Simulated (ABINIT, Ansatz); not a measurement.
# Sr2AlSbO6 (Fm-3m): G0W0 with ABINIT, start to end

Aim: the G0W0 gap of Sr2AlSbO6 (Fm-3m) on LDA, step by step.

Calculated with ABINIT 10.8.3; LDA and many-body steps on it, plane waves.

## Step 1: Starting point

It takes space group Fm-3m (No. 225, cubic). The conventional cell has a = 7.857 Å, b = 7.857 Å, c = 7.857 Å, α = 90.00°, β = 90.00°, γ = 90.00°. Sr has 12 O at 2.78 Å nearest. Nearest to Al lie 6 O at 1.93 Å. Nearest to Sb lie 6 O at 2.00 Å. Nearest to O lie 1 Al at 1.93 Å and 1 Sb at 2.00 Å and 4 Sr at 2.78 Å. Farther neighbours and most contacts between anions are not listed.

The cell and positions are those that the Materials Project relaxed with its own functionals (PBE, PBE+U or r2SCAN), kept fixed. Spin-orbit coupling is left out unless a step names it.

## Step 2: Ground state

This step: ABINIT 10.8.3; DFT, LDA, plane waves, norm-conserving pseudopotentials.

The ground-state density comes first.

run.abi

```
acell 3*1.0 Angstrom
rprim 
  0.000000000000 3.928638000000 3.928638000000
  3.928638000000 0.000000000000 3.928638000000
  3.928638000000 3.928638000000 0.000000000000
ntypat 4
znucl 38 13 51 8
natom 10
typat 1 1 2 3 4 4 4 4 4 4
xred 
  0.250000000000 0.250000000000 0.250000000000
  0.750000000000 0.750000000000 0.750000000000
  0.000000000000 0.000000000000 0.000000000000
  0.500000000000 0.500000000000 0.500000000000
  0.753917000000 0.246083000000 0.246083000000
  0.246083000000 0.753917000000 0.753917000000
  0.246083000000 0.753917000000 0.246083000000
  0.753917000000 0.246083000000 0.753917000000
  0.246083000000 0.246083000000 0.753917000000
  0.753917000000 0.753917000000 0.246083000000
pp_dirpath "pseudos"
pseudos "Sr.upf, Al.upf, Sb.upf, O.upf"
ecut 42
ngkpt 4 4 4
nshiftk 1
shiftk 0 0 0
kptopt 1
chksymbreak 0
nband 50
occopt 1
tolvrs 1e-10
nstep 60
prtwf 0
optforces 0
optstress 0
indata_prefix "in"
outdata_prefix "out"
tmpdata_prefix "tmp"
```

Launch:

```bash
> OMP_NUM_THREADS=1 mpirun -n 4 abinit run.abi > log
```

Numbers of over 12 decimals in the logs are rounded to 6 here.

What it wrote:

```text
.Version 10.8.3 of ABINIT. v10.8.2 released Aug 2026.

 Symmetries : space group Fm -3 m (#225); Bravais cF (face-center cubic)
================================================================================
 Values of the parameters that define the memory need of the present run
     intxc =       0    ionmov =       0      iscf =       7    lmnmax =       6
     lnmax =       6     mgfft =      64  mpssoang =       3    mqgrid =    3001
     natom =      10  nloc_mem =       1    nspden =       1   nspinor =       1
    nsppol =       1      nsym =      48    n1xccc =    2501    ntypat =       4
    occopt =       1   xclevel =       1
-    mband =          50        mffmem =           1         mkmem =           2
       mpw =       10645          nfft =      262144          nkpt =           8
================================================================================
  Rough estimation (10% accuracy) of disk space for files :
================================================================================

--------------------------------------------------------------------------------
------------- Echo of variables that govern the present computation ------------
--------------------------------------------------------------------------------
 -outvars: echo values of preprocessed input variables --------
            acell      1.8897261259E+00  1.8897261259E+00  1.8897261259E+00 Bohr

      chksymbreak           0
             ecut      4.20000000E+01 Hartree
-          fftalg         312

              ixc       -1012
              kpt      0.00000000E+00  0.00000000E+00  0.00000000E+00
                       2.50000000E-01  0.00000000E+00  0.00000000E+00
                       5.00000000E-01  0.00000000E+00  0.00000000E+00
                       2.50000000E-01  2.50000000E-01  0.00000000E+00
                       5.00000000E-01  2.50000000E-01  0.00000000E+00
                      -2.50000000E-01  2.50000000E-01  0.00000000E+00
                       5.00000000E-01  5.00000000E-01  0.00000000E+00
                      -2.50000000E-01  5.00000000E-01  2.50000000E-01
         kptrlatt        4    0    0      0    4    0      0    0    4
          kptrlen      4.19967680E+01
P           mkmem           2
            natom          10
            nband          50
            ngfft          64      64      64
             nkpt           8
            nstep          60
             nsym          48
           ntypat           4
              occ      2.000000  2.000000  2.000000  2.000000  2.000000  2.000000
                       2.000000  2.000000  2.000000  2.000000  2.000000  2.000000
                       2.000000  2.000000  2.000000  2.000000  2.000000  2.000000
                       2.000000  2.000000  2.000000  2.000000  2.000000  2.000000
                       2.000000  2.000000  2.000000  2.000000  2.000000  2.000000
                       2.000000  2.000000  2.000000  2.000000  2.000000  2.000000
                       2.000000  2.000000  2.000000  2.000000  2.000000  0.000000
                       0.000000  0.000000  0.000000  0.000000  0.000000  0.000000
                       0.000000  0.000000
        optforces           0
        optstress           0
            prtwf           0
            rprim      0.0000000000E+00  3.9286380000E+00  3.9286380000E+00
                       3.9286380000E+00  0.0000000000E+00  3.9286380000E+00
                       3.9286380000E+00  3.9286380000E+00  0.0000000000E+00
          spgroup         225

           tolvrs      1.00000000E-10

             xred      2.5000000000E-01  2.5000000000E-01  2.5000000000E-01
                       7.5000000000E-01  7.5000000000E-01  7.5000000000E-01
[...]
znucl       38.00000   13.00000   51.00000    8.00000

================================================================================

 chkinp: Checking input parameters for consistency.

================================================================================
== DATASET  1 ==================================================================
-   mpi_nproc: 4, omp_nthreads: 1 (-1 if OMP is not activated)

--- !DatasetInfo
iteration_state: {dtset: 1, }
dimensions: {natom: 10, nkpt: 8, mband: 50, nsppol: 1, nspinor: 1, nspden: 1, mpw: 10645, }
cutoff_energies: {ecut:  42.0, pawecutdg:  -1.0, }
electrons: {nelect:   8.20000000E+01, charge:   0.00000000E+00, occopt:   1.00000000E+00, tsmear:   1.00000000E-02, }

 Real(R)+Recip(G) space primitive vectors, cartesian coordinates (Bohr,Bohr^-1):
 R(1)=  0.0000000  7.4240499  7.4240499  G(1)= -0.0673487  0.0673487  0.0673487
 R(2)=  7.4240499  0.0000000  7.4240499  G(2)=  0.0673487 -0.0673487  0.0673487
 R(3)=  7.4240499  7.4240499  0.0000000  G(3)=  0.0673487  0.0673487 -0.0673487
 Unit cell volume ucvol=  8.1837553E+02 bohr^3
 Angles (23,13,12)=  6.00000000E+01  6.00000000E+01  6.00000000E+01 degrees

 getcut: wavevector=  0.0000  0.0000  0.0000  ngfft=  64  64  64
         ecut(hartree)=     42.000   => boxcut(ratio)=   2.08946

--- Pseudopotential description ------------------------------------------------
- Sr Generated using ONCVPSP code by D. R. Hamann
- 38.00000  10.00000  180309                  znucl, zion, pspdat
12 -1012 2 -1 1812                            pspcod,pspxc,lmax,lloc,mmax
     nproj     2     2     2
  pspatm : epsatm=   12.22067766
[...]
nproj     2     2     1
  pspatm : epsatm=    6.24525921
         --- l  ekb(1:nproj) -->
[...]
2   -1.033686
 pspatm: atomic psp has been read  and splines computed

   7.44594686E+03                                ecore*ucvol(ha*bohr**3)
--------------------------------------------------------------------------------

_setup2: Arith. and geom. avg. npw (full set) are   10635.922   10635.895

================================================================================

--- !BeginCycle
iteration_state: {dtset: 1, }
solver: {iscf: 7, nstep: 60, nline: 4, wfoptalg: 0, }
tolerances: {tolvrs: 1.00E-10, }

     iter   Etot(hartree)      deltaE(h)  residm     vres2
 ETOT  1  -422.40121054327    -4.224E+02 2.035E-01 3.168E+03
 ETOT  2  -422.87691463604    -4.757E-01 1.419E-02 2.059E+03
 ETOT  3  -423.33389562010    -4.570E-01 8.902E-03 1.168E+02
 ETOT  4  -423.35423241805    -2.034E-02 4.833E-03 2.469E+00
 ETOT  5  -423.35443183945    -1.994E-04 2.686E-03 7.109E-01
 ETOT  6  -423.35451936879    -8.753E-05 1.478E-03 8.706E-03
 ETOT  7  -423.35452103130    -1.663E-06 8.060E-04 4.357E-04
 ETOT  8  -423.35452106484    -3.354E-08 6.089E-04 3.353E-05
 ETOT  9  -423.35452106800    -3.166E-09 3.970E-04 1.049E-07
 ETOT 10  -423.35452106802    -1.336E-11 3.464E-04 3.136E-09
 ETOT 11  -423.35452106801     2.331E-12 2.984E-04 1.225E-10
 ETOT 12  -423.35452106800     1.614E-11 2.234E-04 7.109E-12

 At SCF step   12       vres2   =  7.11E-12 < tolvrs=  1.00E-10 =>converged.

--- !ResultsGS
iteration_state: {dtset: 1, }
comment   : Summary of ground state results
lattice_vectors:
- [  0.0000000,   7.4240499,   7.4240499, ]
- [  7.4240499,   0.0000000,   7.4240499, ]
- [  7.4240499,   7.4240499,   0.0000000, ]
lattice_lengths: [  10.49919,   10.49919,   10.49919, ]
lattice_angles: [ 60.000,  60.000,  60.000, ] # degrees, (23, 13, 12)
lattice_volume:   8.1837553E+02
convergence: {deltae:  1.614E-11, res2:  7.109E-12, residm:  2.234E-04, diffor:  0.000E+00, }
etotal    :  -4.23354521E+02
entropy   :   0.00000000E+00
fermie    :   2.49592383E-01
cartesian_stress_tensor: null
pressure_GPa: null
xred      :
- [  2.5000E-01,   2.5000E-01,   2.5000E-01, Sr]
- [  7.5000E-01,   7.5000E-01,   7.5000E-01, Sr]
- [  0.0000E+00,   0.0000E+00,   0.0000E+00, Al]
- [  5.0000E-01,   5.0000E-01,   5.0000E-01, Sb]
- [  7.5392E-01,   2.4608E-01,   2.4608E-01,  O]
- [  2.4608E-01,   7.5392E-01,   7.5392E-01,  O]
- [  2.4608E-01,   7.5392E-01,   2.4608E-01,  O]
- [  7.5392E-01,   2.4608E-01,   7.5392E-01,  O]
- [  2.4608E-01,   2.4608E-01,   7.5392E-01,  O]
- [  7.5392E-01,   7.5392E-01,   2.4608E-01,  O]
cartesian_forces: null
force_length_stats: {min: null, max: null, mean: null, }

 Integrated electronic density in atomic spheres:
 ------------------------------------------------
 Atom  Sphere_radius  Integrated_density
[...]
================================================================================

 ----iterations are completed or convergence reached----

 Mean square residual over all n,k,spin=   28.320E-07; max=  22.339E-05
 reduced coordinates (array xred) for   10 atoms
[...]
0.246083000000      0.753917000000      0.753917000000
       0.246083000000      0.753917000000      0.246083000000
       0.753917000000      0.246083000000      0.753917000000
       0.246083000000      0.246083000000      0.753917000000
       0.753917000000      0.753917000000      0.246083000000
 rms dE/dt=  0.0000E+00; max dE/dt=  0.0000E+00; dE/dt below (all hartree)
    1       0.000000000000      0.000000000000      0.000000000000
    2       0.000000000000      0.000000000000      0.000000000000
    3       0.000000000000      0.000000000000      0.000000000000
    4       0.000000000000      0.000000000000      0.000000000000
    5       0.000000000000      0.000000000000      0.000000000000
    6       0.000000000000      0.000000000000      0.000000000000
    7       0.000000000000      0.000000000000      0.000000000000
    8       0.000000000000      0.000000000000      0.000000000000
    9       0.000000000000      0.000000000000      0.000000000000
   10       0.000000000000      0.000000000000      0.000000000000

 cartesian coordinates (angstrom) at end:
[...]
6      5.923734     3.928638     3.928638
    7      3.928638     1.933542     3.928638
    8      3.928638     5.923734     3.928638
    9      3.928638     3.928638     1.933542
   10      3.928638     3.928638     5.923734
 length scales=  1.889726125908  1.889726125908  1.889726125908 bohr
              =  1.000000000000  1.000000000000  1.000000000000 angstroms
 prteigrs : about to open file out_EIG
 Fermi (or HOMO) energy (hartree) =   0.24959   Average Vxc (hartree)=  -0.43581
 Eigenvalues (hartree) for nkpt=   8  k points:
 kpt#   1, nband= 50, wtk=  0.01563, kpt=  0.0000  0.0000  0.0000 (reduced coord)
  -5.02058   -3.29782   -3.29782   -3.29782   -0.94396   -0.94170   -0.80688   -0.80688
  -0.79961   -0.79961   -0.79961   -0.43012   -0.36380   -0.36380   -0.36380   -0.32384
  -0.32384   -0.29292   -0.29292   -0.29292   -0.28428   -0.28428   -0.28428   -0.11165
   0.04739    0.04739    0.04739    0.14151    0.14151    0.14151    0.18521    0.18521
   0.20549    0.20549    0.20549    0.22036    0.22036    0.22036    0.24959    0.24959
   0.24959    0.31469    0.44328    0.44328    0.45877    0.45877    0.45877    0.48193
   0.51558    0.51558
 prteigrs : prtvol=0 or 1, do not print more k-points.

--- !EnergyTerms
iteration_state     : {dtset: 1, }
comment             : Components of total free energy in Hartree
kinetic             :  1.73195992041392E+02
hartree             :  1.30976916390032E+02
xc                  : -7.74343812874365E+01
Ewald energy        : -2.49198664132039E+02
psp_core            :  9.09844754933366E+00
local_psp           : -3.93407921921715E+02
non_local_psp       : -1.65849097075643E+01
total_energy        : -4.23354521067998E+02
total_energy_eV     : -1.15200633917636E+04
band_energy         : -4.41543400999582E+01

== END DATASET(S) ==============================================================
================================================================================

 -outvars: echo values of variables after computation  --------
           etotal     -4.2335452107E+02
            nband          50
             nkpt           8
          spgroup         225
 [... the other variables as echoed above ...]

 Calculation completed.
```

Wall time 56 s (4 MPI ranks of Arm Neoverse V2, shared host); peak memory 0.55 GiB; 3.7 min of CPU time.

This step gave:

```yaml
total_energy: -11520.0634 eV
gap: 1.771 eV
k_of_the_valence_top: 0, 0, 0
k_of_the_conduction_bottom: 0, 0, 0
least_direct_gap: 1.771 eV
```

The gap is direct, at Γ.

## Step 3: Empty states on the mesh, 2×2×2 mesh, 110 bands

The sums over transitions need many empty states on a uniform mesh; this step solves for them.

Changes to run.abi since step 2:

```diff
@@ -23,3 +23,3 @@
 ecut 42
-ngkpt 4 4 4
+ngkpt 2 2 2
 nshiftk 1
@@ -28,9 +28,10 @@
 chksymbreak 0
-nband 50
-occopt 1
-tolvrs 1e-10
+iscf -2
+irdden 1
+istwfk *1
+nband 110
+nbdbuf 10
+tolwfr 1e-09
 nstep 60
-prtwf 0
-optforces 0
-optstress 0
+prtvol 0
 indata_prefix "in"
```

What it wrote:

```text
.Version 10.8.3 of ABINIT. v10.8.2 released Aug 2026.

 Symmetries : space group Fm -3 m (#225); Bravais cF (face-center cubic)
[... echo of the input left out ...]
== DATASET  1 ==================================================================
-   mpi_nproc: 4, omp_nthreads: 1 (-1 if OMP is not activated)
-    --> not optimal distribution: autoparal keyword recommended in input file <--

--- !DatasetInfo
iteration_state: {dtset: 1, }
dimensions: {natom: 10, nkpt: 3, mband: 110, nsppol: 1, nspinor: 1, nspden: 1, mpw: 10777, }
cutoff_energies: {ecut:  42.0, pawecutdg:  -1.0, }
electrons: {nelect:   8.20000000E+01, charge:   0.00000000E+00, occopt:   1.00000000E+00, tsmear:   1.00000000E-02, }

 Real(R)+Recip(G) space primitive vectors, cartesian coordinates (Bohr,Bohr^-1):
 R(1)=  0.0000000  7.4240499  7.4240499  G(1)= -0.0673487  0.0673487  0.0673487
 R(2)=  7.4240499  0.0000000  7.4240499  G(2)=  0.0673487 -0.0673487  0.0673487
 R(3)=  7.4240499  7.4240499  0.0000000  G(3)=  0.0673487  0.0673487 -0.0673487
 Unit cell volume ucvol=  8.1837553E+02 bohr^3
 Angles (23,13,12)=  6.00000000E+01  6.00000000E+01  6.00000000E+01 degrees

 getcut: wavevector=  0.0000  0.0000  0.0000  ngfft=  64  64  64
         ecut(hartree)=     42.000   => boxcut(ratio)=   2.08946

--- Pseudopotential description ------------------------------------------------
- Sr Generated using ONCVPSP code by D. R. Hamann
- 38.00000  10.00000  180309                  znucl, zion, pspdat
12 -1012 2 -1 1812                            pspcod,pspxc,lmax,lloc,mmax
     nproj     2     2     2
  pspatm : epsatm=   12.22067766
         --- l  ekb(1:nproj) -->
             0   10.067142    1.054393
             1    7.520551    1.675795
             2    4.085003    0.971115
 pspatm: atomic psp has been read  and splines computed

- Al Generated using ONCVPSP code by D. R. Hamann
- 13.00000   3.00000  180309                  znucl, zion, pspdat
12 -1012 2 -1 1854                            pspcod,pspxc,lmax,lloc,mmax
     nproj     2     2     2
  pspatm : epsatm=    0.57439143
         --- l  ekb(1:nproj) -->
[...]
pspatm: atomic psp has been read  and splines computed

- Sb Generated using ONCVPSP code by D. R. Hamann
- 51.00000  23.00000  180309                  znucl, zion, pspdat
12 -1012 2 -1 1416                            pspcod,pspxc,lmax,lloc,mmax
     nproj     2     2     2
  pspatm : epsatm=   28.31692806
         --- l  ekb(1:nproj) -->
[...]
pspatm: atomic psp has been read  and splines computed

- O Generated using ONCVPSP code by D. R. Hamann
-  8.00000   6.00000  201201                  znucl, zion, pspdat
12 -1012 2 -1 926                             pspcod,pspxc,lmax,lloc,mmax
     nproj     2     2     1
  pspatm : epsatm=    6.24525921
         --- l  ekb(1:nproj) -->
[...]
2   -1.033686
[...]
1.19E-05  9.61E-07  9.81E-07  1.95E-04  8.61E-05  1.25E-05
 -5.0206E+00 -3.2978E+00 -3.2978E+00 -3.2978E+00 -9.4396E-01 -9.4170E-01
 -8.0688E-01 -8.0688E-01 -7.9961E-01 -7.9961E-01 -7.9961E-01 -4.3012E-01
[...]
1.3864E+00  1.3864E+00  1.3864E+00  1.3867E+00  1.3989E+00  1.3995E+00
  1.4175E+00  1.4201E+00
 prteigrs : prtvol=0 or 1, do not print more k-points.

--- !ResultsGS
iteration_state: {dtset: 1, }
comment   : Summary of ground state results
lattice_vectors:
- [  0.0000000,   7.4240499,   7.4240499, ]
- [  7.4240499,   0.0000000,   7.4240499, ]
- [  7.4240499,   7.4240499,   0.0000000, ]
lattice_lengths: [  10.49919,   10.49919,   10.49919, ]
lattice_angles: [ 60.000,  60.000,  60.000, ] # degrees, (23, 13, 12)
lattice_volume:   8.1837553E+02
convergence: {deltae:  0.000E+00, res2:  0.000E+00, residm:  9.962E-10, diffor:  0.000E+00, }
etotal    :  -4.23354521E+02
entropy   :   0.00000000E+00
fermie    :   2.49592383E-01
cartesian_stress_tensor: null
pressure_GPa: null
xred      :
- [  2.5000E-01,   2.5000E-01,   2.5000E-01, Sr]
- [  7.5000E-01,   7.5000E-01,   7.5000E-01, Sr]
- [  0.0000E+00,   0.0000E+00,   0.0000E+00, Al]
- [  5.0000E-01,   5.0000E-01,   5.0000E-01, Sb]
- [  7.5392E-01,   2.4608E-01,   2.4608E-01,  O]
- [  2.4608E-01,   7.5392E-01,   7.5392E-01,  O]
- [  2.4608E-01,   7.5392E-01,   2.4608E-01,  O]
- [  7.5392E-01,   2.4608E-01,   7.5392E-01,  O]
- [  2.4608E-01,   2.4608E-01,   7.5392E-01,  O]
- [  7.5392E-01,   7.5392E-01,   2.4608E-01,  O]
cartesian_forces: null
force_length_stats: {min: null, max: null, mean: null, }

 Integrated electronic density in atomic spheres:
 ------------------------------------------------
 Atom  Sphere_radius  Integrated_density
[...]
================================================================================

 ----iterations are completed or convergence reached----

 Mean square residual over all n,k,spin=   52.003E-11; max=  99.625E-11
 reduced coordinates (array xred) for   10 atoms
[...]
0.246083000000      0.246083000000      0.753917000000
       0.753917000000      0.753917000000      0.246083000000

 cartesian coordinates (angstrom) at end:
    1      1.964319     1.964319     1.964319
    2      5.892957     5.892957     5.892957
    3      0.000000     0.000000     0.000000
[...]
9      3.928638     3.928638     1.933542
   10      3.928638     3.928638     5.923734
 length scales=  1.889726125908  1.889726125908  1.889726125908 bohr
              =  1.000000000000  1.000000000000  1.000000000000 angstroms
 prteigrs : about to open file out_EIG
 Eigenvalues (hartree) for nkpt=   3  k points:
 kpt#   1, nband=110, wtk=  0.12500, kpt=  0.0000  0.0000  0.0000 (reduced coord)
[...]
1.21415    1.22192    1.22192    1.24195    1.24195    1.24195    1.25895    1.25895
   1.25895    1.29498    1.29498    1.33925    1.33925    1.33925    1.38639    1.38640
   1.38643    1.38666    1.39892    1.39952    1.41746    1.42014
 prteigrs : prtvol=0 or 1, do not print more k-points.

== END DATASET(S) ==============================================================
================================================================================

 -outvars: echo values of variables after computation  --------
            nband         110
             nkpt           3
          spgroup         225
 [... the other variables as echoed above ...]

 Calculation completed.
```

Wall time 39 s (4 MPI ranks); peak memory 0.44 GiB; 2.6 min of CPU time.

This step gave:

- gap: 1.771 eV
- k of the valence top: 0, 0, 0
- k of the conduction bottom: 0, 0, 0
- least direct gap: 1.771 eV
- k points computed: 3
- lowest point of the top converged band, above the valence top: 29.13 eV

On this mesh the gap is 1.771 eV.

(Continued in part 2 of 2.)

[Paths, hosts, dates, memory and timing lines, banners, echoed tables and standing remarks are left out of the program output.]

[Logs are printed without paths, hosts, clocks, repeated set-up lines and the standing remarks that a program may print on its own settings, such as how far it seeks lower states.]

[Runs of the session that timed out or met a known fault of the program may be left out.]

[Hosts, paths, dates, database ids (printed as entryN), source tags and the programs' standing remarks are cut or masked in the printed files.]

[G0W0 gaps are taken among the corrected bands and points alone; a level outside them can change the order at an edge.]

[Where Ansatz stands beside ABINIT at settings called matched, ABINIT's density can come from a denser mesh and the files from another edition; pairs whose starting gaps differed by over 0.03 eV were left out, so agreement reads better than it is.]
